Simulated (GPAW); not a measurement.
# Core-hole calculation of the Ti K edge in BaTiO3 (P4mm), part 2 of 3

How does the Ti K edge of BaTiO3 (P4mm) move when the bonds are compressed or stretched?

GPAW 26.7.0; X-ray absorption from dipole matrix elements to empty bands, plane-wave PAW LDA.

So far. Step 2 (Ground state of the crystal): The mesh shows a gap of 1.72 eV, so the hole is first treated in a charged cell, without the excited electron.

The database entry behind the starting cell differs from later determinations by our own check (c/a about 0.6 % short), so it need not match the best structure at ambient conditions.

**4. Spectrum with FCH, Ti atom 2**

The holes are 5.7 Å apart. In GPAW the data set carries the hole's charge, so charge=0 means a charged cell and charge=-1 a neutral one. The excited electron is left out and a uniform background balances the charge. After the field has converged, empty bands are computed with the density fixed and the dipole matrix elements are summed.

The absorber has 1 O at 1.89 Å, 4 O at 2.00 Å and 1 O at 2.13 Å (distorted octahedral, site symmetry 4mm).

The input, xas.py:

```python
import numpy as np
from ase import Atoms
from ase.parallel import parprint, paropen
from gpaw import GPAW, PW, FermiDirac, Mixer, MixerDif, setup_paths
from gpaw.test import gen
setup_paths.insert(0, '.')
gen('Ti', name='fch1s', xcname='LDA', corehole=(1, 0, 1), write_xml=True)
from gpaw.mpi import world
world.barrier()

atoms = Atoms('Ba2Ti2O6',
    cell=[[-3.9998, 3.9998, 0],
     [-3.9998, -3.9998, 0],
     [3.9998, 0, 4.018]],
    scaled_positions=[[0, 0, 0],
     [0.5, 0.5, 0],
     [0.245, 0.745, 0.49],
     [0.745, 0.245, 0.49],
     [0.5085, 0.0085, 0.517],
     [0.0085, 0.5085, 0.517],
     [0.0085, 0.0085, 0.517],
     [0.5085, 0.5085, 0.517],
     [0.0095, 0.5095, 0.019],
     [0.5095, 0.0095, 0.019]],
    pbc=True)
atoms.calc = calc = GPAW(legacy_gpaw=True, mode=PW(500, force_complex_dtype=True), xc='LDA', setups={2: 'fch1s'},
    kpts={'size': (4, 4, 4), 'gamma': True}, occupations=FermiDirac(0.02),
    charge=0, mixer=Mixer(0.1, 5, 50), maxiter=150,
    convergence={'density': 0.0001, 'eigenstates': 1e-6}, txt='scf.txt')
energy = atoms.get_potential_energy() + calc.get_reference_energy()
ef = calc.get_fermi_level()
out = dict(energy=energy, fermi=ef, forces=atoms.get_forces().tolist())
parprint(f'all-electron energy {energy:.4f} eV, Fermi level {ef:.4f} eV')
ev = np.array([[calc.get_eigenvalues(k, s) for k in range(len(calc.get_ibz_k_points()))] for s in range(calc.get_number_of_spins())])
out['homo'], out['lumo'], out['counts'] = ev[ev < ef].max(), ev[ev > ef].min(), sorted(set((ev < ef).sum((0, 2)).tolist()))
out['filled'] = (ev[:, 0] < ef).sum(1).tolist()

from ase.units import Ha
from gpaw.xas import dipole_matrix_elements
nb = int(calc.get_number_of_electrons() / 2) + 90
top, nb = nb, nb + 8 + nb // 12
nscf = calc.fixed_density(kpts={'size': (6, 6, 6), 'gamma': True}, nbands=nb,
    convergence={'bands': top, 'eigenstates': 5e-3}, maxiter=60, txt='nscf.txt')
cell = atoms.cell.array
ops = [cell.T @ U.T @ np.linalg.inv(cell.T) for U in nscf.wfs.kd.symmetry.op_scc]
filled = [40]  # bands filled in the ground state, by spin
E = np.arange(-6, 34, 0.1)
fwhm = np.interp(E, [4, 25], [0.94, 3.5])
Y, X, zero, highest = 0, 0, 1e9, 1e9
for spin in range(nscf.get_number_of_spins()):
    wfs = nscf.wfs
    mine = wfs.bd.get_slice()  # this rank's bands
    A = dipole_matrix_elements(wfs.setups[2])
    eps = np.zeros((wfs.kd.nibzkpts, nb))
    d = np.zeros((3, A.shape[1], wfs.kd.nibzkpts, nb), complex)
    for kpt in wfs.kpt_u:
        if kpt.s == spin and 2 in kpt.P_ani:
            eps[kpt.k, mine] = kpt.eps_n * Ha
            d[:, :, kpt.k, mine] = (kpt.weight * wfs.nspins / 2) ** 0.5 * np.inner(A, kpt.P_ani[2])
    world.sum(eps)
    world.sum(d)
    T = np.einsum('amkn,bmkn->abkn', d, d.conj()).real
    T = sum(np.einsum('ai,ijkn,bj->abkn', R, T, R) for R in ops) / len(ops)
    empty = np.ones_like(eps, bool) & (np.arange(nb) >= filled[spin])
    zero, highest = min(zero, eps[empty].min()), min(highest, eps[:, top - 1].min())
    lines = [(eps, T, empty)] if spin == 0 else lines + [(eps, T, empty)]
for eps, T, empty in lines:
    f = np.einsum('aakn->akn', T).reshape(3, -1)
    x = eps.ravel() - zero
    w = np.interp(x, E, fwhm) / 2.35482
    g = np.exp(-0.5 * ((E[:, None] - x) / w) ** 2) / (w * (2 * np.pi) ** 0.5)
    Y = Y + (f * empty.ravel()) @ g.T
    X = X + (f * ~empty.ravel()) @ g.T
out.update(E=E.round(2).tolist(), xas=Y.tolist(), xes=X.tolist(), zero=zero, valid=highest - zero, nk=len(eps), nb=nb)
for i in range(0, len(E), 10):
    parprint(f'{E[i]:7.2f}', *(f'{v:10.3e}' for v in Y[:, i]))
import json
with paropen('out.json', 'w') as f:
    json.dump(out, f)
```

On the command line:

```bash
OMP_NUM_THREADS=1 mpirun -n 4 gpaw python xas.py
```

Numbers of over 12 decimals in the logs are rounded to 6 here.

The log of the run:

```text
Input parameters:
  convergence: {density: 0.0001,
                eigenstates: 1e-06}
  kpts: {gamma: True,
         size: (4, 4, 4)}
  maxiter: 150
  mixer: {backend: pulay,
          beta: 0.1,
          method: separate,
          nmaxold: 5,
          weight: 50}
  mode: {ecut: 500.0,
         force_complex_dtype: True,
         name: pw}
  occupations: {fixmagmom: False,
                name: fermi-dirac,
                width: 0.02}
  setups: {2: fch1s}

Initialize ...

[... PAW data sets ...]

Reference energy: -495748.554291  # eV

Spin-paired calculation

[... convergence settings ...]
Symmetries present (total): 4
  [... symmetry matrices ...]

64 k-points: 4 x 4 x 4 Monkhorst-Pack grid + [1/8,1/8,1/8]
18 k-points in the irreducible part of the Brillouin zone
       k-points in crystal coordinates                weights
   0:     0.00000000    0.00000000    0.00000000          1/64
   1:     0.00000000    0.00000000    0.25000000          2/64
   2:     0.00000000    0.00000000    0.50000000          1/64
   3:     0.00000000    0.25000000    0.00000000          4/64
   4:     0.00000000    0.25000000    0.50000000          4/64
   5:     0.00000000    0.50000000    0.25000000          2/64
   6:     0.00000000    0.50000000    0.50000000          2/64
   7:     0.25000000    0.00000000    0.00000000          4/64
   8:     0.25000000    0.00000000    0.50000000          4/64
   9:     0.25000000    0.25000000   -0.25000000          4/64
          ...
  17:     0.50000000    0.50000000    0.50000000          2/64

Wave functions: Plane wave expansion
  Cutoff energy: 500.000 eV
  Number of coefficients (min, max): 3252, 3287
  Pulay-stress correction: 0.000000 eV/Ang^3 (de/decut=0.000000)
  Using FFTW library
  Wavefunction extrapolation:
    Improved wavefunction reuse through dual PAW basis

Occupation numbers: Fermi-Dirac:
  width: 0.0200  # eV

Eigensolver
   Davidson(niter=2)

Densities:
  Coarse grid: 30*30*30 grid
  Fine grid: 60*60*60 grid
  Total Charge: 1.000000

Density mixing:
  Method: separate
  Backend: pulay
  Linear mixing parameter: 0.1
  old densities: 5
  Width of damping distribution: 1.1
  Damping of long wavelength oscillations: 50

[... Hamiltonian set-up ...]
Number of atoms: 10
Number of atomic orbitals: 60
Number of bands in calculation: 52
Number of valence electrons: 80
Bands to converge: occupied

... initialized

Initializing position-dependent things.

Density initialized from atomic densities
Creating initial wave functions:
  52 bands from LCAO basis set

               Ti   O
              O        O
            Ti O O
         Ba       Ba
            O

Atomic positions and initial magnetic moments

Positions:
   0 Ba     0.000000    0.000000    0.000000    ( 0.0000,  0.0000,  0.0000)
   1 Ba    -3.999800    0.000000    0.000000    ( 0.0000,  0.0000,  0.0000)
   2 Ti    -1.999900   -1.999900    1.968820    ( 0.0000,  0.0000,  0.0000)
   3 Ti    -1.999900    1.999900    1.968820    ( 0.0000,  0.0000,  0.0000)
   4 O      0.000000    1.999900    2.077306    ( 0.0000,  0.0000,  0.0000)
   5 O      0.000000   -1.999900    2.077306    ( 0.0000,  0.0000,  0.0000)
   6 O      1.999900   -0.000000    2.077306    ( 0.0000,  0.0000,  0.0000)
   7 O     -1.999900   -0.000000    2.077306    ( 0.0000,  0.0000,  0.0000)
   8 O     -1.999900   -1.999900    0.076342    ( 0.0000,  0.0000,  0.0000)
   9 O     -1.999900    1.999900    0.076342    ( 0.0000,  0.0000,  0.0000)

Unit cell:
           periodic     x           y           z      points  spacing
  1. axis:    yes   -3.999800    3.999800    0.000000    30     0.1542
  2. axis:    yes   -3.999800   -3.999800    0.000000    30     0.1542
  3. axis:    yes    3.999800    0.000000    4.018000    30     0.1339

  Lengths:   5.656571   5.656571   5.669455
  Angles:  119.924854 119.924854  90.000000

Effective grid spacing dv^(1/3) = 0.1682

iter:   1  -113.895256
iter:   2  -108.202078   -0.97  -1.03
iter:   3  -105.062555   -1.26  -1.10
iter:   4  -104.430383   -1.25  -1.32
iter:   5  -104.175112   -2.22  -1.51
iter:   6  -104.358869   -1.91  -1.57
iter:   7  -104.098948   -2.29  -1.76
iter:   8  -104.017266   -2.80  -2.08
iter:   9  -104.010870   -3.23  -2.38
iter:  10  -104.010487c  -3.98  -2.64
iter:  11  -104.009562c  -4.59  -2.84
iter:  12  -104.009123c  -4.94  -2.97
iter:  13  -104.009206c  -5.05  -3.14
iter:  14  -104.009151c  -5.41  -3.48
iter:  15  -104.009145c  -6.79c -3.80
iter:  16  -104.009140c  -6.85c -3.83
iter:  17  -104.009138c  -6.92c -3.98
iter:  18  -104.009138c  -7.17c -4.19c

Converged after 18 iterations.

Dipole moment: (3.829023, 0.108071, -5.414386) |e|*Ang

Energy contributions relative to reference atoms: (reference = -495748.554291)

Kinetic:        +17.427531
Potential:      -45.764248
External:        +0.000000
XC:             -75.679600
Entropy (-ST):   -0.000000
Local:           +0.007179
SIC:             +0.000000
--------------------------
Free energy:   -104.009138
Extrapolated:  -104.009138

Showing only first 2 kpts
 Kpt  Band  Eigenvalues  Occupancy
  0    38      6.88801    2.00000
  0    39      6.95134    2.00000
  0    40      7.60963    0.00000
  0    41      7.86661    0.00000

  1    38      6.44369    2.00000
  1    39      6.92951    2.00000
  1    40      7.60603    0.00000
[...]
Fermi level: 7.27195

Gap: 0.655 eV
Transition (v -> c):
  (s=0, k=0, n=39, [0.00, 0.00, 0.00]) -> (s=0, k=1, n=40, [0.00, 0.00, 0.25])
Direct/indirect transitions are different
Direct gap: 0.658 eV
Transition at: (s=0, k=0, n=39, [0.00, 0.00, 0.00])

Forces in eV/Ang:
  0 Ba    0.00000    0.00000    0.05817
  1 Ba    0.00000    0.00000    0.05817
  2 Ti    0.00000    0.00000   -0.79078
  3 Ti    0.00000    0.00000   -0.70619
  4 O     1.18900    0.00000   -0.14777
  5 O    -1.18900   -0.00000   -0.14777
  6 O     0.00000    1.18900   -0.14777
  7 O    -0.00000   -1.18900   -0.14777
  8 O     0.00000    0.00000    2.03818
  9 O     0.00000   -0.00000   -0.07096
Scalar-relativistic atomic LDA calculation for Ti (Titanium, Z=22)
Core hole in 1s state (1s occupation: 1.0)
600 radial gridpoints.
|------------------------------------------------|
|------------------------------------------------|
[... the atom generator's iteration count ...]

Energy contributions:
-------------------------
Kinetic:     +672.671614
XC:           -34.028348
Potential:  -1307.172598
-------------------------
Total:       -668.529332

state      eigenvalue         ekin         rmax
-----------------------------------------------
1s^1.0 :  -187.828620   240.500426        0.045
2s^2.0 :   -22.002726    43.832967        0.262
2p^6.0 :   -18.989232    43.629197        0.209
3s^2.0 :    -2.983269     9.467322        0.829
3p^6.0 :    -2.108060     8.391345        0.840
3d^2.0 :    -0.666650     5.344221        0.850
4s^2.0 :    -0.460559     1.379460        2.509
4p^0.0 :    -0.300118     0.992184        2.957
-----------------------------------------------
(units: Bohr and Hartree)

Generating PAW setup
Kinetic energy of the core from tauc = 593.006444694578
Cutoffs:
rc(s)=2.400
rc(p)=2.000
rc(d)=2.000
rc(vbar)=1.800
rc(comp)=2.300
rc(nct)=2.400

Kinetic energy of the core states: 589.941539
Charge: 1.0
Core electrons: 9.0
Valence electrons: 12.0
Pseudo-core charge: 0.000000
Shape function alpha=1.890
Pseudo-electron charge 5.350237
state    eigenvalue         norm
--------------------------------
3s(2) :    -2.983269     0.223229
4s(2) :    -0.460559     1.020774
3p(6) :    -2.108060     0.336604
4p(0) :    -0.300118     0.967107
3d(2) :    -0.666650     0.421304
*d    :     0.333350
--------------------------------

Diagonalizing with gridspacing h=0.050

state   all-electron     PAW
-------------------------------
3s:      -2.983269    -2.983558
3p:      -2.108060    -2.108705
3d:      -0.666650    -0.667242
*f:                   -0.026873
-------------------------------
all-electron energy -495852.5634 eV, Fermi level 7.2719 eV
[...]
31.00  4.436e-07  4.436e-07  4.233e-07
  32.00  4.316e-07  4.316e-07  4.130e-07
  33.00  4.269e-07  4.269e-07  4.060e-07
```

Elapsed: 2.1 min, on 4 MPI ranks of Arm Neoverse V2, shared host; peak memory 0.45 GiB.

The Ti K spectrum, Ti atom 2, full core hole (charged cell) (energy from the lowest empty level; intensity scaled to a mean of 1 over the first 20 eV; polarised curves are means over the symmetry-equivalent atoms):

```tsv
E (eV)	isotropic	ε ⊥ c	ε ∥ c
-2.0	0.00	0.00	0.00
-1.0	0.00	0.00	0.00
0.0	0.01	0.02	0.00
1.0	0.01	0.01	0.01
2.0	0.12	0.05	0.25
3.0	0.21	0.14	0.33
4.0	0.03	0.02	0.04
5.0	0.51	0.47	0.57
6.0	0.37	0.34	0.41
7.0	0.16	0.17	0.14
8.0	0.22	0.23	0.20
9.0	0.19	0.19	0.18
10.0	0.16	0.16	0.15
11.0	0.23	0.23	0.24
12.0	0.69	0.66	0.73
13.0	1.83	1.76	1.99
14.0	2.64	2.59	2.75
15.0	2.64	2.67	2.58
16.0	2.39	2.43	2.29
17.0	2.12	2.15	2.05
18.0	2.07	2.10	1.99
19.0	2.27	2.32	2.18
20.0	2.32	2.38	2.20
21.0	2.07	2.13	1.95
22.0	1.84	1.89	1.74
23.0	1.81	1.85	1.73
24.0	1.93	1.96	1.85
25.0	2.06	2.09	1.99
26.0	2.15	2.19	2.08
27.0	2.14	2.18	2.06
28.0	1.97	2.01	1.90
29.0	1.69	1.72	1.62
30.0	1.43	1.45	1.37
31.0	1.29	1.31	1.25
32.0	1.26	1.28	1.22
```

Main maxima below 30 eV (height): 2.6 eV (0.26), 5.4 eV (0.63), 7.9 eV (0.22), 14.4 eV (2.70), 19.6 eV (2.34) and 26.4 eV (2.16). A K edge sees empty p states. The first eV above the zero hold little dipole weight, as the lowest empty bands are of d character; the main edge, of 4p character, rises through 0.6 near 12 eV above the zero.

The hole costs E(hole) − E(ground) = 4963.17 eV, and the lowest empty level of the hole cell on the spectrum's mesh lies at 7.61 eV, which puts the zero at 4970.77 eV. One term is added: -22.68 eV, since the hole is spin-paired here and a spin-polarised one costs that much less in the free atom (computed apart). The photon energy is then 4948.09 eV. The tabulated edge of the element is 4966 eV. The functional and the charged cell's background leave an error in such absolute values: in the free atom LDA prices this hole 13.2 eV below PBE (computed apart), and PBE is itself good to a few eV.

**5. Supercell without a hole, the energy reference**

The cell changes for the next run, so it gets a reference energy of its own.

The cell differs from the one that the last finished run ended in (a 5.657 → 5.541 Å, b 5.657 → 5.541 Å, c 5.669 → 5.554 Å).

The input, scf.py:

```python
import numpy as np
from ase import Atoms
from ase.parallel import parprint, paropen
from gpaw import GPAW, PW, FermiDirac, Mixer, MixerDif, setup_paths
from gpaw.test import gen
setup_paths.insert(0, '.')
gen('Ti', name='nch1s', xcname='LDA', corehole=(1, 0, 0), write_xml=True)
from gpaw.mpi import world
world.barrier()

atoms = Atoms('Ba2Ti2O6',
    cell=[[-3.91814852, 3.91814852, 0],
     [-3.91814852, -3.91814852, 0],
     [3.91814852, 0, 3.93597698]],
    scaled_positions=[[0, 0, 0],
     [0.5, 0.5, 0],
     [0.245, 0.745, 0.49],
     [0.745, 0.245, 0.49],
     [0.5085, 0.0085, 0.517],
     [0.0085, 0.5085, 0.517],
     [0.0085, 0.0085, 0.517],
     [0.5085, 0.5085, 0.517],
     [0.0095, 0.5095, 0.019],
     [0.5095, 0.0095, 0.019]],
    pbc=True)
atoms.calc = calc = GPAW(legacy_gpaw=True, mode=PW(500, force_complex_dtype=True), xc='LDA', setups={2: 'nch1s'},
    kpts={'size': (4, 4, 4), 'gamma': True}, occupations=FermiDirac(0.02),
    charge=0, mixer=Mixer(0.1, 5, 50), maxiter=150,
    convergence={'density': 0.0001, 'eigenstates': 1e-6}, txt='scf.txt')
energy = atoms.get_potential_energy() + calc.get_reference_energy()
ef = calc.get_fermi_level()
out = dict(energy=energy, fermi=ef, forces=atoms.get_forces().tolist())
parprint(f'all-electron energy {energy:.4f} eV, Fermi level {ef:.4f} eV')
ev = np.array([[calc.get_eigenvalues(k, s) for k in range(len(calc.get_ibz_k_points()))] for s in range(calc.get_number_of_spins())])
out['homo'], out['lumo'], out['counts'] = ev[ev < ef].max(), ev[ev > ef].min(), sorted(set((ev < ef).sum((0, 2)).tolist()))
out['filled'] = (ev[:, 0] < ef).sum(1).tolist()
import json
with paropen('out.json', 'w') as f:
    json.dump(out, f)
```

On the command line:

```bash
OMP_NUM_THREADS=1 mpirun -n 4 gpaw python scf.py
```

The log of the run:

```text
Input parameters:
  convergence: {density: 0.0001,
                eigenstates: 1e-06}
  kpts: {gamma: True,
         size: (4, 4, 4)}
  maxiter: 150
  mixer: {backend: pulay,
          beta: 0.1,
          method: separate,
          nmaxold: 5,
          weight: 50}
  mode: {ecut: 500.0,
         force_complex_dtype: True,
         name: pw}
  occupations: {fixmagmom: False,
                name: fermi-dirac,
[...]
4s(2) :    -0.168799     0.990650
3p(6) :    -1.425558     0.436626
4p(0) :    -0.056429     0.981035
3d(2) :    -0.164024     0.588737
*d    :     0.835976
--------------------------------

Diagonalizing with gridspacing h=0.050

state   all-electron     PAW
-------------------------------
3s:      -2.287902    -2.288205
3p:      -1.425558    -1.426242
3d:      -0.164024    -0.164519
*f:                    0.065395
-------------------------------
all-electron energy -500815.7765 eV, Fermi level 8.8188 eV
[key lines of the parts left out:]
Converged after 15 iterations.
Dipole moment: (3.648455, -0.000000, -5.204582) |e|*Ang
Free energy:    -84.882830
Fermi level: 8.81880
```

Elapsed: 26 s, on 4 MPI ranks; peak memory 0.26 GiB; 1.7 min of CPU time.

Reference energy: -500815.776 eV with the cores included.

**6. Spectrum with FCH, Ti atom 2**

Shorter bonds are expected to push antibonding states and scattering resonances up, and longer ones down; the cell is scaled to test that.

Changed against the first core-hole run: volume scale from 1 to 0.94.

Changes to xas.py since step 4:

```diff
@@ -11,5 +11,5 @@
 atoms = Atoms('Ba2Ti2O6',
-    cell=[[-3.9998, 3.9998, 0],
-     [-3.9998, -3.9998, 0],
-     [3.9998, 0, 4.018]],
+    cell=[[-3.91814852, 3.91814852, 0],
+     [-3.91814852, -3.91814852, 0],
+     [3.91814852, 0, 3.93597698]],
     scaled_positions=[[0, 0, 0],
@@ -39,3 +39,3 @@
 from gpaw.xas import dipole_matrix_elements
-nb = int(calc.get_number_of_electrons() / 2) + 90
+nb = int(calc.get_number_of_electrons() / 2) + 85
 top, nb = nb, nb + 8 + nb // 12
```

On the command line:

```bash
OMP_NUM_THREADS=1 mpirun -n 4 gpaw python xas.py
```

The log of the run:

```text
Input parameters:
  convergence: {density: 0.0001,
                eigenstates: 1e-06}
  kpts: {gamma: True,
         size: (4, 4, 4)}
  maxiter: 150
  mixer: {backend: pulay,
          beta: 0.1,
          method: separate,
          nmaxold: 5,
          weight: 50}
  mode: {ecut: 500.0,
         force_complex_dtype: True,
         name: pw}
  occupations: {fixmagmom: False,
                name: fermi-dirac,
[...]
*d    :     0.333350
--------------------------------

Diagonalizing with gridspacing h=0.050

state   all-electron     PAW
-------------------------------
3s:      -2.983269    -2.983558
3p:      -2.108060    -2.108705
3d:      -0.666650    -0.667242
*f:                   -0.026873
-------------------------------
all-electron energy -495853.6805 eV, Fermi level 8.0669 eV
[...]
32.00  4.409e-07  4.409e-07  4.169e-07
  33.00  4.304e-07  4.304e-07  4.084e-07
[key lines of the parts left out:]
Converged after 17 iterations.
Dipole moment: (3.677794, 0.088982, -5.202018) |e|*Ang
Free energy:   -105.126162
Fermi level: 8.06688
```

Wall time 1.7 min (4 MPI ranks); peak memory 0.44 GiB; 6.9 min of CPU time.

```tsv
E (eV)	first run	this run
-2.0	0.00	0.00
-1.0	0.00	0.00
0.0	0.01	0.01
1.0	0.01	0.02
2.0	0.12	0.06
3.0	0.21	0.30
4.0	0.03	0.05
5.0	0.51	0.22
6.0	0.37	0.71
7.0	0.16	0.23
8.0	0.22	0.20
9.0	0.19	0.20
10.0	0.16	0.15
11.0	0.23	0.17
12.0	0.69	0.40
13.0	1.83	1.32
14.0	2.64	2.50
15.0	2.64	2.77
16.0	2.39	2.57
17.0	2.12	2.34
18.0	2.07	2.24
19.0	2.27	2.34
20.0	2.32	2.49
21.0	2.07	2.40
22.0	1.84	2.11
23.0	1.81	1.90
24.0	1.93	1.91
25.0	2.06	2.06
26.0	2.15	2.25
27.0	2.14	2.39
28.0	1.97	2.43
29.0	1.69	2.27
30.0	1.43	1.94
31.0	1.29	1.59
32.0	1.26	1.40
```

The scaled spectrum changes by 14 % r.m.s. The highest intensity below 24 eV goes from 14.4 eV (2.70) to 14.8 eV (2.78).

The photon energy of the zero moves by -0.23 eV.

**7. Supercell without a hole, the energy reference**

The cell changes for the next run, so it gets a reference energy of its own.

The cell differs from the one that the last finished run ended in (a 5.541 → 5.599 Å, b 5.541 → 5.599 Å, c 5.554 → 5.612 Å).

Changes to scf.py since step 5:

```diff
@@ -11,5 +11,5 @@
 atoms = Atoms('Ba2Ti2O6',
-    cell=[[-3.91814852, 3.91814852, 0],
-     [-3.91814852, -3.91814852, 0],
-     [3.91814852, 0, 3.93597698]],
+    cell=[[-3.95939522, 3.95939522, 0],
+     [-3.95939522, -3.95939522, 0],
+     [3.95939522, 0, 3.97741137]],
     scaled_positions=[[0, 0, 0],
```

On the command line:

```bash
OMP_NUM_THREADS=1 mpirun -n 4 gpaw python scf.py
```

The log of the run:

```text
Input parameters:
  convergence: {density: 0.0001,
                eigenstates: 1e-06}
  kpts: {gamma: True,
         size: (4, 4, 4)}
  maxiter: 150
  mixer: {backend: pulay,
          beta: 0.1,
          method: separate,
          nmaxold: 5,
          weight: 50}
  mode: {ecut: 500.0,
         force_complex_dtype: True,
         name: pw}
  occupations: {fixmagmom: False,
                name: fermi-dirac,
[...]
4s(2) :    -0.168799     0.990650
3p(6) :    -1.425558     0.436626
4p(0) :    -0.056429     0.981035
3d(2) :    -0.164024     0.588737
*d    :     0.835976
--------------------------------

Diagonalizing with gridspacing h=0.050

state   all-electron     PAW
-------------------------------
3s:      -2.287902    -2.288205
3p:      -1.425558    -1.426242
3d:      -0.164024    -0.164519
*f:                    0.065395
-------------------------------
all-electron energy -500815.8123 eV, Fermi level 8.4700 eV
[key lines of the parts left out:]
Converged after 15 iterations.
Dipole moment: (3.724444, -0.000000, -5.311625) |e|*Ang
Free energy:    -84.918706
Fermi level: 8.46999
```

It took 26 s on 4 MPI ranks; peak memory 0.26 GiB; 1.7 min of CPU time.

Reference energy: -500815.812 eV with the cores included.

[end of part 2 of 3]

[Banner, clock and machine lines of the logs are left out without a mark of their own.]

[Logs are printed without paths, hosts, clocks, repeated set-up lines and the standing remarks that a program may print on its own settings, such as how far it seeks lower states.]

[Hosts, paths, dates, database ids (printed as entryN), source tags and the programs' standing remarks are cut or masked in the printed files.]

[Lists of maxima count a maximum above −3 eV only where it reaches 4 % of the highest in the window and stands out from its surroundings by 2 % of it (1.5 % where it reaches 55 %); shoulders and weaker maxima are passed over, and of the rest the first, up to two pre-edge ones and the few strongest are named.]
